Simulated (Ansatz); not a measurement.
Two G0W0 runs on Ga2AsP (zincblende [001] superlattice).

The cell holds 12 atoms: 6 Ga, 3 As and 3 P. Its edges and angles: a = 3.926 Å, b = 3.926 Å, c = 16.616 Å, α = 90.0°, β = 90.0°, γ = 90.0°. It derives from GaAs. Regions: GaAs, 6 atoms (3 Ga and 3 As); GaP, 6 atoms (3 Ga and 3 P). The structure's axis is c.

```xyz
12
Lattice="3.9263 0.0000 0.0000 0.0000 3.9263 0.0000 0.0000 0.0000 16.6156" Properties=species:S:1:pos:R:3 pbc="T T T"
Ga    0.0000    0.0000    0.6658
As    1.9632    0.0000    2.1021
Ga    1.9632    1.9632    3.5363
As    0.0000    1.9632    4.9729
Ga    0.0000    0.0000    6.4094
As    1.9632    0.0000    7.8436
Ga    1.9632    1.9632    9.2799
P     0.0000    1.9632   10.6132
Ga    0.0000    0.0000   11.9481
P     1.9632    0.0000   13.2807
Ga    1.9632    1.9632   14.6133
P     0.0000    1.9632   15.9482
```

The structure was relaxed with PBEsol. The runs that relaxed it are not among those shown.

The first (Ansatz 0.2.0; start PBEsol, 4×4×2 mesh, 496 empty bands, screening to 90 eV, PAW set soft_1 files; 8 threads of Arm Neoverse V2, shared host) gave, on its mesh: starting gap 1.02 eV, G0W0 gap 1.74 eV, RPA ε∞ (mean) 18.20, 6.9 min.

The second gave: starting gap 1.02 eV, G0W0 gap 1.51 eV, RPA ε∞ (mean) 18.96, 67 s.

Question: What was changed in the input? Choose among start, files, mesh, bands and cutoff, frequency model or another key.

Changed: empty bands from 496 to 125 and screening cutoff (eV) from 90.0 to 36. The starting gap stayed, which rules out the functional and points to the GW step. Other changes could give like numbers; this is the one that was made.

Limits: not at the basis limit; no spin-orbit coupling; coarse k mesh.

[Paths, hosts, dates, memory and timing lines, banners, echoed tables and standing remarks are left out of the program output.]

[Logs are printed without paths, hosts, clocks, repeated set-up lines and the standing remarks that a program may print on its own settings, such as how far it seeks lower states.]

[Runs of the session that timed out or met a known fault of the program may be left out.]

[Cells called generated may have been cut or substituted from an entry of the Crystallography Open Database or the Materials Project.]

[Hosts, paths, dates, database ids (printed as entryN), source tags and the programs' standing remarks are cut or masked in the printed files.]
